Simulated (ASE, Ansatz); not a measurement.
## (18,0) 1T-TaS2 nanotube (108 atoms): support functions against a reference

Wanted: errors and times of a linear-scaling basis for (18,0) 1T-TaS2 nanotube (108 atoms). A setting counts as converged where the r.m.s. difference of forces stays under 1 % of the r.m.s. force.

Program: Ansatz 0.2.0. Level of theory: Kohn-Sham DFT, PBE+D4, PAW (set soft_2), plane waves. Results are calculated unless marked as measured.

**1. The structure**

The cell holds 108 atoms: 36 Ta and 72 S. Its edges and angles: a = 31.311 Å, b = 31.311 Å, c = 5.820 Å, α = 90.0°, β = 90.0°, γ = 90.0°. It derives from TaS2 (1T-TaS2). 1T-TaS2 sheet (a = 3.36 Å) rolled into a (18,0) tube of diameter 19.25 Å, 1 period, 9 Å of vacuum; not relaxed, displaced by a Gaussian of 0.02 Å. Vacuum lies along a and b. The structure repeats along c.

Before any run, some limits are plain. The cell is under 6 Å thick along one periodic direction, so every atom has periodic images of itself close by, which move with it and show among its neighbours and in g(r). Beside vacuum, support functions can miss their usual error bounds without a warning. Only the Γ point is sampled, in a cell whose periodic width is 6 Å. Spin–orbit coupling is left out, which matters for the levels of the heavy elements.

**2. Plane-wave single point**

This run is the reference for what follows, at a cutoff of 420 eV.

input.yaml

```yaml
crystal:
  lattice:
    - [31.31138, 0.0, 0.0]
    - [0.0, 31.31138, 0.0]
    - [0.0, 0.0, 5.81969]
  atoms:
    - { symbol: Ta, position: [0.80791, 0.50061, 0.00343] }
    - { symbol: S, position: [0.85689, 0.50077, 0.33383] }
    - { symbol: S, position: [0.75413, 0.54421, 0.1615] }
    - { symbol: Ta, position: [0.78975, 0.6042, 0.0093] }
    - { symbol: S, position: [0.83325, 0.62254, 0.33164] }
    - { symbol: S, position: [0.72336, 0.63017, 0.16806] }
    - { symbol: Ta, position: [0.80353, 0.5536, 0.48702] }
    - { symbol: S, position: [0.85052, 0.56162, 0.83955] }
    - { symbol: S, position: [0.74333, 0.58854, 0.66057] }
    - { symbol: Ta, position: [0.73537, 0.69711, 0.99594] }
    - { symbol: S, position: [0.7737, 0.72904, 0.33264] }
    - { symbol: S, position: [0.6652, 0.6973, 0.16802] }
    - { symbol: Ta, position: [0.7662, 0.65333, 0.49402] }
    - { symbol: S, position: [0.80871, 0.67919, 0.83203] }
    - { symbol: S, position: [0.69767, 0.66696, 0.66449] }
    - { symbol: Ta, position: [0.65335, 0.76718, 0.00266] }
    - { symbol: S, position: [0.67872, 0.80823, 0.33567] }
    - { symbol: S, position: [0.58946, 0.74157, 0.16654] }
    - { symbol: Ta, position: [0.69795, 0.73471, 0.50251] }
    - { symbol: S, position: [0.72985, 0.77212, 0.83211] }
    - { symbol: S, position: [0.62872, 0.72447, 0.66602] }
    - { symbol: Ta, position: [0.55469, 0.8034, 0.99962] }
    - { symbol: S, position: [0.56065, 0.85073, 0.32797] }
    - { symbol: S, position: [0.49888, 0.75807, 0.16421] }
    - { symbol: Ta, position: [0.6048, 0.7889, 0.49959] }
    - { symbol: S, position: [0.62188, 0.83498, 0.83614] }
    - { symbol: S, position: [0.54577, 0.75533, 0.66688] }
    - { symbol: Ta, position: [0.44665, 0.80162, 0.00353] }
    - { symbol: S, position: [0.43918, 0.8497, 0.32966] }
    - { symbol: S, position: [0.4119, 0.74316, 0.16293] }
    - { symbol: Ta, position: [0.50004, 0.80817, 0.49985] }
    - { symbol: S, position: [0.49912, 0.85648, 0.83376] }
    - { symbol: S, position: [0.45479, 0.75537, 0.66265] }
    - { symbol: Ta, position: [0.34545, 0.76552, 0.99865] }
    - { symbol: S, position: [0.32343, 0.80872, 0.33491] }
    - { symbol: S, position: [0.33324, 0.69787, 0.16967] }
    - { symbol: Ta, position: [0.39475, 0.78908, 0.50185] }
    - { symbol: S, position: [0.37859, 0.83361, 0.83933] }
    - { symbol: S, position: [0.37052, 0.72162, 0.66223] }
    - { symbol: Ta, position: [0.26472, 0.69825, 0.9983] }
    - { symbol: S, position: [0.22643, 0.7288, 0.33089] }
    - { symbol: S, position: [0.27666, 0.62858, 0.17153] }
    - { symbol: Ta, position: [0.30237, 0.73511, 0.49904] }
    - { symbol: S, position: [0.27026, 0.77368, 0.83233] }
    - { symbol: S, position: [0.30168, 0.66565, 0.66926] }
    - { symbol: Ta, position: [0.21123, 0.60492, 0.00262] }
    - { symbol: S, position: [0.16607, 0.62193, 0.33585] }
    - { symbol: S, position: [0.2453, 0.5442, 0.16965] }
    - { symbol: Ta, position: [0.23414, 0.65299, 0.50086] }
    - { symbol: S, position: [0.1913, 0.67803, 0.83053] }
    - { symbol: S, position: [0.25727, 0.58918, 0.66481] }
    - { symbol: Ta, position: [0.19418, 0.49913, 0.00732] }
    - { symbol: S, position: [0.14374, 0.49982, 0.33747] }
    - { symbol: S, position: [0.2457, 0.45598, 0.16962] }
    - { symbol: Ta, position: [0.1974, 0.55245, 0.49818] }
    - { symbol: S, position: [0.14786, 0.5622, 0.83282] }
    - { symbol: S, position: [0.24093, 0.49938, 0.66132] }
    - { symbol: Ta, position: [0.21093, 0.39538, 0.00511] }
    - { symbol: S, position: [0.16576, 0.37899, 0.33576] }
    - { symbol: S, position: [0.27547, 0.37165, 0.16403] }
    - { symbol: Ta, position: [0.19757, 0.4468, 0.50124] }
    - { symbol: S, position: [0.14791, 0.43874, 0.83557] }
    - { symbol: S, position: [0.25726, 0.41191, 0.66219] }
    - { symbol: Ta, position: [0.26496, 0.30271, 0.00853] }
    - { symbol: S, position: [0.22728, 0.27142, 0.33896] }
    - { symbol: S, position: [0.33402, 0.30108, 0.16462] }
    - { symbol: Ta, position: [0.23391, 0.34641, 0.49983] }
    - { symbol: S, position: [0.19103, 0.3205, 0.82886] }
    - { symbol: S, position: [0.30205, 0.33391, 0.66322] }
    - { symbol: Ta, position: [0.34653, 0.23292, 0.00511] }
    - { symbol: S, position: [0.32077, 0.19106, 0.3312] }
    - { symbol: S, position: [0.41045, 0.25728, 0.16366] }
    - { symbol: Ta, position: [0.30198, 0.26454, 0.49683] }
    - { symbol: S, position: [0.27155, 0.22744, 0.8351] }
    - { symbol: S, position: [0.37055, 0.27484, 0.66754] }
    - { symbol: Ta, position: [0.44683, 0.19655, 0.00739] }
    - { symbol: S, position: [0.43827, 0.14896, 0.32816] }
    - { symbol: S, position: [0.49974, 0.24146, 0.16208] }
    [... 24 atom lines left out ...]
    - { symbol: Ta, position: [0.76564, 0.34622, 0.49638] }
    - { symbol: S, position: [0.80825, 0.3218, 0.83189] }
    - { symbol: S, position: [0.74272, 0.41169, 0.66237] }
    - { symbol: Ta, position: [0.80231, 0.44691, 0.50332] }
    - { symbol: S, position: [0.85068, 0.43851, 0.82987] }
    - { symbol: S, position: [0.7596, 0.49999, 0.66925] }
kpoints:
  mp_grid: { grid: [1, 1, 1] }
hamiltonian:
  xc: pbe
  dispersion: d4
scf:
  occupations: { method: gaussian, width: 0.05 }
output:
  forces: true
  populations: true
  dos:
    method: { smearing: { sigma: 0.15 } }
    de: 0.1
    projected: { site_lists: { S: [S], Ta: [Ta] } }
  eigenvalues: true
  write_density: true
  write_potential: true
  volumetric_format: npy
```

Run with:

```console
$ ansatz run input.yaml --threads 8 --pin off --max-ram 15872MiB --backend cpu --events-out ev --progress --plain --runs-dir out
```

Numbers of over 12 decimals in the logs are rounded to 6 here.

The program printed:

```text
Engine: ansatz 0.2.0, aarch64-unknown-linux-gnu
Pseudopotentials: kind: paw
Pseudopotential: Ta, paw, valence charge 13, recommended cutoff 420 eV (normal), Ta.paw.azcp
Pseudopotential: S, paw, valence charge 6, recommended cutoff 420 eV (normal), S.paw.azcp
[... 5 lines on functional and potentials left out ...]
Crystal: 108 atoms, lattice volume = 5705.639 Å³
Basis set: ecut = 420 eV, 111611 PW (Γ), exchange–correlation on 432×432×80 points (8 copies of the dense FFT grid, shifted against one another)
Bands: 558, of which v1, the nominal top of the filled ones, is band 450 counted from 1 (449 counted from 0)
Symmetry: 1 space group operations
Space group: P1 (ITA 1), of the structure as read, at distance tolerance 1.8e-4 Å
k-points: 1
[... 5 lines on functional and potentials left out ...]
Initial density: superposition of atomic densities (neutral atoms: chi_scale 0, normalization atom), corrected by the library's trained network
Initial wavefunctions: pseudopotential atomic-orbital guess
Functional: x = pbe(κ = 0.804, μ = 0.219515), c = pbe(β = 0.066725)
SCF iter   1: F=—  HF=-422618.596823 eV  |F-HF|=—  |Δ(HF+E_count)|=         —  Δρ=4.95e-3  dr2=4.57e0  ethr=1.77e-3  ⟨swp⟩=8.0  Hψ=2568  notcnv=0  defer=3
preconditioner: auto → LDOS  [metal: Δε(μ)=0.008 eV  Ē_g=7.837 eV  σ=0.050 eV  W_gap=0.09  n_scr=746 (ndim 8)  ℏωp=12.2 eV  f_vac=0.602  D(μ)=211.03/eV (n_scr^D=1712)  β→1.0]
SCF iter   2: F=—  HF=-422618.279833 eV  |F-HF|=—  |Δ(HF+E_count)|=   3.17e-1  Δρ=2.66e-3  dr2=6.79e-1  ethr=5.08e-4  ⟨swp⟩=3.0  Hψ=962  notcnv=0  defer=78
SCF iter   3: F=—  HF=-422618.265489 eV  |F-HF|=—  |Δ(HF+E_count)|=   1.43e-2  Δρ=1.66e-3  dr2=3.69e-1  ethr=7.55e-5  ⟨swp⟩=2.0  Hψ=788  notcnv=0  defer=78
SCF iter   4: F=—  HF=-422618.240957 eV  |F-HF|=—  |Δ(HF+E_count)|=   2.45e-2  Δρ=1.06e-3  dr2=1.62e-1  ethr=4.10e-5  ⟨swp⟩=2.0  Hψ=790  notcnv=0  defer=78
SCF iter   5: F=—  HF=-422618.230149 eV  |F-HF|=—  |Δ(HF+E_count)|=   1.08e-2  Δρ=6.86e-4  dr2=5.75e-2  ethr=1.81e-5  ⟨swp⟩=3.0  Hψ=721  notcnv=0  defer=78
SCF iter   6: F=—  HF=-422618.225791 eV  |F-HF|=—  |Δ(HF+E_count)|=   4.36e-3  Δρ=3.06e-4  dr2=1.54e-2  ethr=6.39e-6  ⟨swp⟩=2.0  Hψ=693  notcnv=0  defer=78
SCF iter   7: F=—  HF=-422618.225223 eV  |F-HF|=—  |Δ(HF+E_count)|=   5.67e-4  Δρ=1.55e-4  dr2=4.79e-3  ethr=1.71e-6  ⟨swp⟩=2.0  Hψ=711  notcnv=0  defer=78
SCF iter   8: F=—  HF=-422618.225161 eV  |F-HF|=—  |Δ(HF+E_count)|=   6.28e-5  Δρ=1.11e-4  dr2=2.49e-3  ethr=5.33e-7  ⟨swp⟩=2.0  Hψ=482  notcnv=0  defer=78
SCF iter   9: F=—  HF=-422618.225150 eV  |F-HF|=—  |Δ(HF+E_count)|=   1.06e-5  Δρ=7.65e-5  dr2=1.06e-3  ethr=2.76e-7  ⟨swp⟩=2.0  Hψ=488  notcnv=0  defer=78
SCF iter  10: F=—  HF=-422618.225174 eV  |F-HF|=—  |Δ(HF+E_count)|=   2.43e-5  Δρ=4.77e-5  dr2=4.60e-4  ethr=1.18e-7  ⟨swp⟩=2.0  Hψ=509  notcnv=0  defer=78
SCF iter  11: F=—  HF=-422618.225184 eV  |F-HF|=—  |Δ(HF+E_count)|=   9.62e-6  Δρ=2.57e-5  dr2=1.58e-4  ethr=5.12e-8  ⟨swp⟩=1.0  Hψ=480  notcnv=0  defer=78
SCF iter  12: F=—  HF=-422618.225184 eV  |F-HF|=—  |Δ(HF+E_count)|=   4.69e-7  Δρ=1.38e-5  dr2=2.90e-5  ethr=1.76e-8  ⟨swp⟩=2.0  Hψ=718  notcnv=0  defer=78
SCF iter  13: F=—  HF=-422618.227525 eV  |F-HF|=—  |Δ(HF+E_count)|=   2.34e-3  Δρ=1.09e-5  dr2=2.28e-5  ethr=3.22e-9  ⟨swp⟩=2.0  Hψ=565  notcnv=0  defer=78
SCF iter  14: F=—  HF=-422618.227526 eV  |F-HF|=—  |Δ(HF+E_count)|=   3.62e-7  Δρ=6.55e-6  dr2=9.82e-6  ethr=2.53e-9  ⟨swp⟩=2.0  Hψ=498  notcnv=0  defer=78
SCF iter  15: F=—  HF=-422618.227526 eV  |F-HF|=—  |Δ(HF+E_count)|=   6.61e-7  Δρ=5.06e-6  dr2=8.78e-6  ethr=1.09e-9  ⟨swp⟩=2.0  Hψ=786  notcnv=0  defer=78
SCF iter  16: F=—  HF=-422618.227527 eV  |F-HF|=—  |Δ(HF+E_count)|=   4.26e-7  Δρ=3.46e-6  dr2=2.29e-6  ethr=9.76e-10  ⟨swp⟩=1.0  Hψ=480  notcnv=0  defer=78
SCF iter  17: F=—  HF=-422618.227527 eV  |F-HF|=—  |Δ(HF+E_count)|=   2.03e-7  Δρ=1.92e-6  dr2=7.32e-7  ethr=2.55e-10  ⟨swp⟩=2.0  Hψ=498  notcnv=0  defer=78
SCF iter  18: F=—  HF=-422618.227527 eV  |F-HF|=—  |Δ(HF+E_count)|=   1.46e-7  Δρ=1.49e-6  dr2=3.58e-7  ethr=8.13e-11  ⟨swp⟩=2.0  Hψ=496  notcnv=0  defer=78
SCF iter  19: F=—  HF=-422618.227527 eV  |F-HF|=—  |Δ(HF+E_count)|=   1.09e-7  Δρ=1.06e-6  dr2=2.62e-7  ethr=3.98e-11  ⟨swp⟩=2.0  Hψ=498  notcnv=0  defer=78
SCF iter  20: F=-422618.227527 eV  HF=-422618.227527 eV  |F-HF|=7.16e-9  |Δ(HF+E_count)|=   5.47e-8  Δρ=6.14e-7  dr2=7.12e-8  ethr=1.11e-11  ⟨swp⟩=29.0  Hψ=4962  notcnv=0
SCF 1 converged in 20 iterations: F = -422618.227527 eV  dr2 = 7.12e-8
  greatest PAW one-centre occupation: 0.999 electrons in one spin orbital (limit 2), on the Ta atom at site 27 (counted from 0), in its partial waves of l = 0
WARN: The output density's exchange-correlation potential varies sharply where the density is thin. Do not read a vacuum level from v_tot or v_xc, or from such a field of the output density. On a cell that repeats whose density bears no net charge and no dipole along the vacuum's axis use v_es (v_loc + v_h of the components); [...]
SCF converged after 20 iterations
Free energy (F): -422618.227527 eV
Harris-Foulkes:  -422618.227527 eV  (|F-HF|=7.16e-9)
Internal energy: -422617.923544 eV  (E = F + TS)
E sigma→0 (E₀):  -422618.075535 eV
Entropy (-TS):   -0.303984 eV (-2.815 meV/atom)
Fermi energy:    0.902992 eV
--- Per-component energies (eV) ---
  E_band       = -15677.487458
  E_kinetic    = 20971.154512
  E_local      = -458282.049182  (includes V_loc(G=0)·N_el)
  E_nonlocal   = 2578.049721
  E_hartree    = 218586.908374
  E_xc         = -14888.502225
  E_vxc        = -13681.801334  (∫ρ·V_xc dr)
  E_paw        = -345509.164473  (= ΣΔE_a)
  E_vpaw       = -4436.657676  (= ΣTr[D̂ρ^β])
  E_aug_tail   = 0.005528  (compensation charges beyond the density's cutoff)
  E_ewald      = 153952.004425
  E_disp       = -26.330223  (pairwise vdW)
  E_smearing   = -0.303984  (= −TS)
  E_closure    = 0.000000  (closes the sum)
  Σ components = -422618.227527   (vs F -422618.227527, Δ=0.00e0)
--- Forces (eV/Å), atoms counted from 1 ---
  atom   1  Ta     1.37419363    -0.39107831    -0.43822939
  atom   2  S     -0.49886251    -0.20586456    -0.10061605
  atom   3  S     -0.33496040     0.15060770     0.58681203
  atom   4  Ta     0.74116850     0.60490953    -0.89194560
  atom   5  S      0.26727013    -0.09671048     0.18822648
  atom   6  S     -0.04695838    -0.61427932     0.10596148
  atom   7  Ta     0.70867247     0.19881727     0.19343414
  atom   8  S     -0.48850099     0.12453782    -0.38872845
  atom   9  S     -0.04193701    -0.18388832     0.42463020
  atom  10  Ta     0.97669173     1.16458988    -0.39913941
  atom  11  S     -0.80833057    -0.46795342    -0.30598516
  atom  12  S      0.16896690     0.21469117     0.21360772
  atom  13  Ta     0.99441981     0.93618707     0.39062629
  atom  14  S     -0.66539452    -0.58595702    -0.09186094
[...]
atom 107  S     -0.27426876     0.01814498     0.08269303
  atom 108  S     -0.37691380     0.20419543     0.36327403
  max |Σ_I F_I| component: 8.55e-5 eV/Å
--- Band table (eV) ---
  k-point 0: bands = ["-68.0946", "-68.0825", "-68.0777", "-68.0706", [... 542 levels ...], "3.9854", "3.9951", "4.0788", "4.0867", "4.1281", "4.1511", "4.1672", "4.1918", "4.2014", "4.2175", "4.2354", "4.2623"]
--- Löwdin populations: 108 sites ---
  site symbol       q [e]
     0     Ta     12.4405
     1      S      6.2397
     2      S      6.0723
[...]
107      S      6.1185
  spilling = 0.008395 (of n_electrons = 900.000000)
```

It took 1.8 min on 8 threads of Arm Neoverse V2, shared host; peak memory 7.5 GiB.

The program notes that the exchange-correlation potential is rough where the density is thin.

The run gave:

- free energy: -422618.2275 eV
- free energy per atom: -3913.1317 eV/atom
- SCF cycles: 20
- r.m.s. force component: 0.5845 eV/Å
- longest force: 2.422 eV/Å
- Fermi energy: 0.903 eV
- levels partly filled by over 2 per cent: 16
- spilling of the projection: 0.008395

Length of the force by element:

| element | coordination | atoms | mean length of the force (eV/Å) | spread | least | most |
| --- | --- | --- | --- | --- | --- | --- |
| S | all | 72 | 0.631 | 0.232 | 0.115 | 1.15 |
| Ta | all | 36 | 1.43 | 0.360 | 0.581 | 2.42 |

Löwdin charges by element (they lack the spilled electrons, 0.070 e an atom on average):

| element | coordination | atoms | mean charge (e) | spread | least | most |
| --- | --- | --- | --- | --- | --- | --- |
| S | all | 72 | -0.179 | 0.0702 | -0.289 | -0.0723 |
| Ta | all | 36 | 0.568 | 0.0102 | 0.541 | 0.588 |

States in the cell by windows of 1 eV, zero at the Fermi level; the larger projections on atomic orbitals stand beside the total:

| from (eV) | to (eV) | total | S p | Ta d | S s |
| --- | --- | --- | --- | --- | --- |
| -18 | -16 | 0.0 | 0.0 | 0.0 | 0.0 |
| -16 | -15 | 15.2 | 0.4 | 0.2 | 9.7 |
| -15 | -14 | 20.4 | 0.8 | 2.2 | 14.6 |
| -14 | -13 | 84.3 | 1.6 | 10.3 | 68.4 |
| -13 | -12 | 24.2 | 0.3 | 2.6 | 20.9 |
| -12 | -8 | 0.0 | 0.0 | 0.0 | 0.0 |
| -8 | -7 | 21.6 | 14.5 | 4.5 | 0.1 |
| -7 | -6 | 50.2 | 32.3 | 12.3 | 1.9 |
| -6 | -5 | 66.4 | 43.5 | 16.3 | 2.0 |
| -5 | -4 | 107.4 | 68.2 | 33.3 | 2.9 |
| -4 | -3 | 113.5 | 85.0 | 20.6 | 4.4 |
| -3 | -2 | 50.8 | 40.9 | 7.5 | 1.0 |
| -2 | -1 | 22.7 | 16.4 | 5.4 | 0.3 |
| -1 | 0 | 34.2 | 10.0 | 22.8 | 0.2 |
| 0 | 1 | 81.1 | 25.0 | 52.2 | 0.3 |
| 1 | 2 | 53.2 | 12.8 | 37.3 | 0.2 |
| 2 | 3 | 53.9 | 6.8 | 43.0 | 0.3 |

About 289 of the 900 electrons lie in deeper levels, below the stored range.

The levels nearest the highest filled one (over half full), pooled over k-points and spins:

| level less the highest filled one (eV) | occupation |
| --- | --- |
| -0.0283 | 1.59 |
| -0.0224 | 1.48 |
| -0.0127 | 1.29 |
| -0.0106 | 1.25 |
| -0.0031 | 1.08 |
| 0 | 1.01 |
| 0.0018 | 0.972 |
| 0.0083 | 0.828 |
| 0.0201 | 0.581 |
| 0.0412 | 0.25 |
| 0.048 | 0.179 |
| 0.0615 | 0.085 |

Valence density in the ca plane at fractional y = 0.499, with atoms of Ta and S within 0.2 Å of it. It is the smooth field of the valence electrons, not physical close to the nuclei.

Values in e/Å³, 24 rows by 16 columns, each cell a mean:
```
0.0 0.0 0.0 0.0 0.0 0.0 0.0 0.0 0.0 0.0 0.0 0.0 0.0 0.0 0.0 0.0
0.0 0.0 0.0 0.0 0.0 0.0 0.0 0.0 0.0 0.0 0.0 0.0 0.0 0.0 0.0 0.0
0.0 0.0 0.1 0.2 0.4 0.5 0.4 0.2 0.1 0.0 0.0 0.0 0.0 0.0 0.0 0.0
0.4 0.4 0.4 0.8 1.0 0.7 0.9 0.8 0.3 0.1 0.1 0.1 0.1 0.1 0.2 0.3
3.9 3.4 1.3 0.4 0.3 0.3 0.3 0.2 0.2 0.2 0.2 0.2 0.3 0.5 2.0 3.8
0.7 0.5 0.4 0.2 0.2 0.1 0.1 0.2 0.6 1.0 0.8 0.8 1.0 0.6 0.4 0.5
0.0 0.1 0.1 0.1 0.1 0.0 0.0 0.1 0.2 0.4 0.5 0.5 0.4 0.2 0.1 0.0
0.0 0.0 0.0 0.0 0.0 0.0 0.0 0.0 0.0 0.0 0.0 0.0 0.0 0.0 0.0 0.0
0.0 0.0 0.0 0.0 0.0 0.0 0.0 0.0 0.0 0.0 0.0 0.0 0.0 0.0 0.0 0.0
0.0 0.0 0.0 0.0 0.0 0.0 0.0 0.0 0.0 0.0 0.0 0.0 0.0 0.0 0.0 0.0
0.0 0.0 0.0 0.0 0.0 0.0 0.0 0.0 0.0 0.0 0.0 0.0 0.0 0.0 0.0 0.0
0.0 0.0 0.0 0.0 0.0 0.0 0.0 0.0 0.0 0.0 0.0 0.0 0.0 0.0 0.0 0.0
0.0 0.0 0.0 0.0 0.0 0.0 0.0 0.0 0.0 0.0 0.0 0.0 0.0 0.0 0.0 0.0
0.0 0.0 0.0 0.0 0.0 0.0 0.0 0.0 0.0 0.0 0.0 0.0 0.0 0.0 0.0 0.0
0.0 0.0 0.0 0.0 0.0 0.0 0.0 0.0 0.0 0.0 0.0 0.0 0.0 0.0 0.0 0.0
0.0 0.0 0.0 0.0 0.0 0.0 0.0 0.0 0.0 0.0 0.0 0.0 0.0 0.0 0.0 0.0
0.0 0.0 0.0 0.0 0.0 0.0 0.0 0.0 0.0 0.0 0.0 0.0 0.0 0.0 0.0 0.0
0.1 0.1 0.1 0.1 0.1 0.1 0.0 0.1 0.3 0.5 0.6 0.7 0.5 0.2 0.1 0.1
1.5 1.1 0.5 0.3 0.2 0.1 0.1 0.2 0.6 0.9 0.7 0.8 0.9 0.6 0.6 1.2
3.4 3.1 1.3 0.5 0.4 0.4 0.4 0.3 0.2 0.2 0.2 0.2 0.2 0.4 1.6 3.3
0.2 0.2 0.4 0.8 1.0 0.8 0.9 0.9 0.4 0.1 0.1 0.0 0.1 0.1 0.1 0.1
0.0 0.0 0.0 0.1 0.2 0.3 0.2 0.1 0.1 0.0 0.0 0.0 0.0 0.0 0.0 0.0
0.0 0.0 0.0 0.0 0.0 0.0 0.0 0.0 0.0 0.0 0.0 0.0 0.0 0.0 0.0 0.0
0.0 0.0 0.0 0.0 0.0 0.0 0.0 0.0 0.0 0.0 0.0 0.0 0.0 0.0 0.0 0.0
```
Columns run along c (5.8 Å), rows up along a (31.3 Å). Atoms in or near the plane, at fractional coordinates: Ta at (0.00, 0.81), S at (0.33, 0.86), Ta at (0.01, 0.19), S at (0.34, 0.14), S at (0.66, 0.24), S at (0.67, 0.76).

Electrostatic potential energy in the ca plane at fractional y = 0.499, with atoms of Ta and S within 0.2 Å of it. With pseudopotentials it is smooth inside the atoms' cores, unlike the true potential.

Values in eV, 24 rows by 16 columns, each cell a mean:
```
  6   6   6   6   6   6   6   6   6   6   6   6   6   6   6   6
  6   6   6   6   6   6   6   6   6   6   6   6   6   6   6   6
  5   5   4   2  -4  -7  -5   1   4   5   5   6   6   5   5   5
 -6  -4  -3 -15 -31 -31 -32 -19  -1   3   4   4   4   2  -1  -5
-37 -36 -23  -7  -1   0   0   0   0   0   0   0  -2 -12 -30 -37
-10  -7  -3   0   2   3   3   1  -7 -27 -30 -30 -26  -8  -5  -8
  4   4   4   4   4   4   5   4   2  -4  -9  -9  -3   2   4   5
  5   5   5   5   5   5   5   5   5   5   5   5   5   5   5   5
  5   5   5   5   5   5   5   5   5   5   5   5   5   5   5   5
  5   5   5   5   5   5   5   5   5   5   5   5   5   5   5   5
  5   5   5   5   5   5   5   5   5   5   5   5   5   5   5   5
  5   5   5   5   5   5   5   5   5   5   5   5   5   5   5   5
  5   5   5   5   5   5   5   5   5   5   5   5   5   5   5   5
  5   5   5   5   5   5   5   5   5   5   5   5   5   5   5   5
  5   5   5   5   5   5   5   5   5   5   5   5   5   5   5   5
  5   5   5   5   5   5   5   5   5   5   5   5   5   5   5   5
  5   5   5   5   5   5   5   5   5   5   5   5   5   5   5   5
  4   3   3   3   3   4   4   3  -1 -11 -15 -15  -8   1   4   4
-18 -15  -8  -2   1   2   2   0  -8 -23 -25 -26 -20  -8 -10 -16
-35 -33 -22  -8  -4  -5  -4  -1   0   1   2   2  -1  -9 -26 -34
  0   1  -1 -14 -32 -32 -34 -22  -1   3   5   5   4   4   2   1
  6   6   5   4   1   0   1   3   5   5   6   6   6   6   6   6
  6   6   6   6   6   6   6   6   6   6   6   6   6   6   6   6
  6   6   6   6   6   6   6   6   6   6   6   6   6   6   6   6
```
Columns run along c (5.8 Å; values clipped at the 3rd and 97th percentile), rows up along a (31.3 Å). Atoms in or near the plane, at fractional coordinates: Ta at (0.00, 0.81), S at (0.33, 0.86), Ta at (0.01, 0.19), S at (0.34, 0.14), S at (0.66, 0.24), S at (0.67, 0.76).

Mean Löwdin charges: S -0.18, Ta +0.57 e (they miss 0.84 % of the electrons, so they add up to more than the cell's charge). Within 0.4 eV of the Fermi level the largest share is Ta d (73 % of the projected weight).

(Part 1 of 2 ends here.)

[Logs are printed without paths, hosts, clocks, repeated set-up lines and the standing remarks that a program may print on its own settings, such as how far it seeks lower states.]

[Hosts, paths, dates, database ids (printed as entryN), source tags and the programs' standing remarks are cut or masked in the printed files.]
